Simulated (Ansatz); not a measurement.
# Changed inputs in constrained RPA: KCuCl3 (Pm-3m), part 2 of 2

What does U in KCuCl3 (Pm-3m) depend on besides the window?

Ansatz 0.2.0; constrained RPA on LDA, plane waves, PAW.

So far. Step 5 (Changed: smooth pair densities): On the Cu d shell, screening brings the on-site interaction from 27.4 eV down to U = 9.01 eV. Step 6 (Changed: volume +3 %): On the Cu d shell, screening brings the on-site interaction from 27.4 eV down to U = 8.94 eV.

**7. Changed: potentials**

input.yaml reads:

```yaml
crystal:
  lattice:
    - [-4.79805202, 0.0, 0.0]
    - [0.0, 0.0, -4.79805202]
    - [0.0, -4.79805202, 0.0]
  atoms:
    - { symbol: K, position: [0.0, 0.0, 0.0] }
    - { symbol: Cu, position: [0.5, 0.5, 0.5] }
    - { symbol: Cl, position: [0.0, 0.5, 0.5] }
    - { symbol: Cl, position: [0.5, 0.0, 0.5] }
    - { symbol: Cl, position: [0.5, 0.5, 0.0] }
kpoints:
  mp_grid: { grid: [8, 8, 8] }
hamiltonian:
  xc: lda
  pseudopotentials: { kind: paw, source: ansatz }
scf:
  occupations: { method: gaussian, width: 0.08 }
  n_extra_bands: 19
  max_iter: 150
output:
  crpa:
    kmesh: [4, 4, 4]
    target_bands: [v14, v1]
    projections: [{ species: Cu, l: d, shell: 3 }, { species: Cl, l: p, shell: 3 }]
```

Command:

```
$ ansatz run input.yaml --threads 4 --pin off --max-ram 9216MiB --backend cpu --events-out ev --progress --plain --runs-dir out
```

Numbers of over 12 decimals in the logs are rounded to 6 here.

Output:

```text
[...]
Crystal: 5 atoms, lattice volume = 110.457 Å³
Basis set: ecut = 700 eV, 4697 PW (Γ)
Bands: 44, of which v1, the nominal top of the filled ones, is band 25 counted from 1 (24 counted from 0)
Symmetry: 48 space group operations
[...]
k-points: 35 of 512
[...]
screened: U = 5.6251 eV, U' = 4.6089 eV, J = 0.4809 eV
      screened, to within: U = 8.6e-3 eV, U' = 8.6e-3 eV, J = 1.3e-3 eV
      bare: V = 13.5029 eV, V' = 12.0082 eV, J = 0.7067 eV
    Site 4, 3P, 3 of 3 p orbitals (Wannier functions 12, 13, 14; wannier90's mr 1, 2, 3):
      screened: U = 5.6251 eV, U' = 4.6089 eV, J = 0.4809 eV
      screened, to within: U = 8.6e-3 eV, U' = 8.6e-3 eV, J = 1.3e-3 eV
      bare: V = 13.5029 eV, V' = 12.0082 eV, J = 0.7067 eV
[...]
[key lines of the parts left out:]
SCF converged after 10 iterations
Free energy (F): -11189.122701 eV
Fermi energy:    4.403898 eV
```

The job ended after 20 min (4 threads of Arm Neoverse V1, shared host; peak memory 1.6 GiB; 78 min of CPU time).

This step gave:

```
U                                                 : 8.886 eV
U prime (inter-orbital)                           : 7.311 eV
J                                                 : 0.7881 eV
bare V                                            : 27.36 eV
bare J                                            : 0.9468 eV
stated bound on U                                 : 0.01596 eV
U over bare V                                     : 0.3248
electrons in the window                           : 27.00
head of the constrained inverse dielectric matrix : 0.3283
least eigenvalue of the projection's overlap      : 0.6922
target functions                                  : 14
bands in the sums                                 : 50
width of the target bands                         : 7.133 eV
weight of the projected orbitals in the window    : 0.9673
```

On the Cu d shell, screening brings the on-site interaction from 27.4 eV down to U = 8.89 eV.

**8. Changed: volume -6 %**

The cell differs from the one that the last finished run ended in (a 4.798 → 4.700 Å, b 4.798 → 4.700 Å, c 4.798 → 4.700 Å).

input.yaml: that of step 7 with these lines changed.

```diff
@@ -2,5 +2,5 @@
   lattice:
-    - [-4.79805202, 0.0, 0.0]
-    - [0.0, 0.0, -4.79805202]
-    - [0.0, -4.79805202, 0.0]
+    - [-4.7001051077, 0.0, 0.0]
+    - [0.0, 0.0, -4.7001051077]
+    - [0.0, -4.7001051077, 0.0]
   atoms:
@@ -15,3 +15,2 @@
   xc: lda
-  pseudopotentials: { kind: paw, source: ansatz }
 scf:
@@ -25 +24,6 @@
     projections: [{ species: Cu, l: d, shell: 3 }, { species: Cl, l: p, shell: 3 }]
+  local_orbitals:
+    kmesh: [8, 8, 8]
+    orbitals: [{ species: Cu, l: d, shell: 3 }, { species: Cl, l: p, shell: 3 }]
+    window: { bands: [v14, v1] }
+    seedname: lo
```

Output:

```text
[...]
Crystal: 5 atoms, lattice volume = 103.830 Å³
Basis set: ecut = 420 eV, 2007 PW (Γ)
Bands: 44, of which v1, the nominal top of the filled ones, is band 25 counted from 1 (24 counted from 0)
Symmetry: 48 space group operations
[...]
k-points: 35 of 512
[...]
screened: U = 5.5844 eV, U' = 4.5654 eV, J = 0.4826 eV
      screened, to within: U = 7.3e-3 eV, U' = 7.3e-3 eV, J = 6.7e-4 eV
      bare: V = 13.5363 eV, V' = 12.0365 eV, J = 0.7094 eV
    Site 4, 3P, 3 of 3 p orbitals (Wannier functions 12, 13, 14; wannier90's mr 1, 2, 3):
      screened: U = 5.5844 eV, U' = 4.5654 eV, J = 0.4826 eV
      screened, to within: U = 7.3e-3 eV, U' = 7.3e-3 eV, J = 6.7e-4 eV
      bare: V = 13.5363 eV, V' = 12.0365 eV, J = 0.7094 eV
[...]
[key lines of the parts left out:]
SCF converged after 8 iterations
Free energy (F): -11189.842800 eV
Fermi energy:    5.153671 eV
```

Wall time 5.3 min (4 threads); peak memory 0.94 GiB.

This step gave:

* U: 8.756 eV
* U prime (inter-orbital): 7.184 eV
* J: 0.7865 eV
* bare V: 27.31 eV
* bare J: 0.9446 eV
* stated bound on U: 0.02979 eV
* U over bare V: 0.3206
* electrons in the window: 27.00
* head of the constrained inverse dielectric matrix: 0.3209
* least eigenvalue of the projection's overlap: 0.6938
* target functions: 14
* bands in the sums: 50
* r.m.s. miss of the model bands: 2.12e-5 eV
* width of the target bands: 7.710 eV
* weight of the projected orbitals in the window: 0.9663

On the Cu d shell, screening brings the on-site interaction from 27.3 eV down to U = 8.76 eV.

**9. Side by side**

Times are wall times on 4 threads of Arm Neoverse V1, shared host, good to a factor of about two.

```
                  run  bare V (eV)  U (eV)  J (eV)  bound on U (eV)  width (eV)     time
        target window        27.37   8.882   0.790           0.0314        7.14  5.9 min
           2×2×2 mesh        27.38   8.806   0.789           0.0243        7.14     36 s
smooth pair densities        27.37   9.008   0.861           0.0084        7.14  7.7 min
          volume +3 %        27.39   8.938   0.791           0.0318        6.88  5.6 min
           potentials        27.36   8.886   0.788           0.0160        7.13   20 min
          volume -6 %        27.31   8.756   0.786           0.0298        7.71  5.3 min
```

**10. What came out**

```yaml
target_window: U 8.88 eV, J 0.79 eV
2x2x2_mesh: U 8.81 eV, J 0.79 eV
smooth_pair_densities: U 9.01 eV, J 0.86 eV
volume_plus_3: U 8.94 eV, J 0.79 eV
potentials: U 8.89 eV, J 0.79 eV
volume_minus_6: U 8.76 eV, J 0.79 eV
```

What this shows: 2×2×2 mesh moves U by −0.08 eV at 0.10 times the time. Smooth pair densities moves U by +0.13 eV. Volume +3 % moves U by +0.06 eV (within the solver's bounds, for the mean over orbitals). Potentials moves U by +0.004 eV (within the solver's bounds, for the mean over orbitals) at 3.4 times the time. Volume -6 % moves U by −0.13 eV. The printed bound covers the solver alone, not the mesh, and no denser mesh than the base was run. The parent state is non-magnetic and the interaction static (zero frequency); U depends on the window and the orbitals, so it belongs to this model alone. A window that holds the anion p bands defines a model with explicit ligands; its U belongs to that model and is not the U of DFT+U.

[Paths, hosts, dates, memory and timing lines, banners, echoed tables and standing remarks are left out of the program output.]

[Logs are printed without paths, hosts, clocks, repeated set-up lines and the standing remarks that a program may print on its own settings, such as how far it seeks lower states.]

[Runs of the session that timed out or met a known fault of the program may be left out.]

[Hosts, paths, dates, database ids (printed as entryN), source tags and the programs' standing remarks are cut or masked in the printed files.]
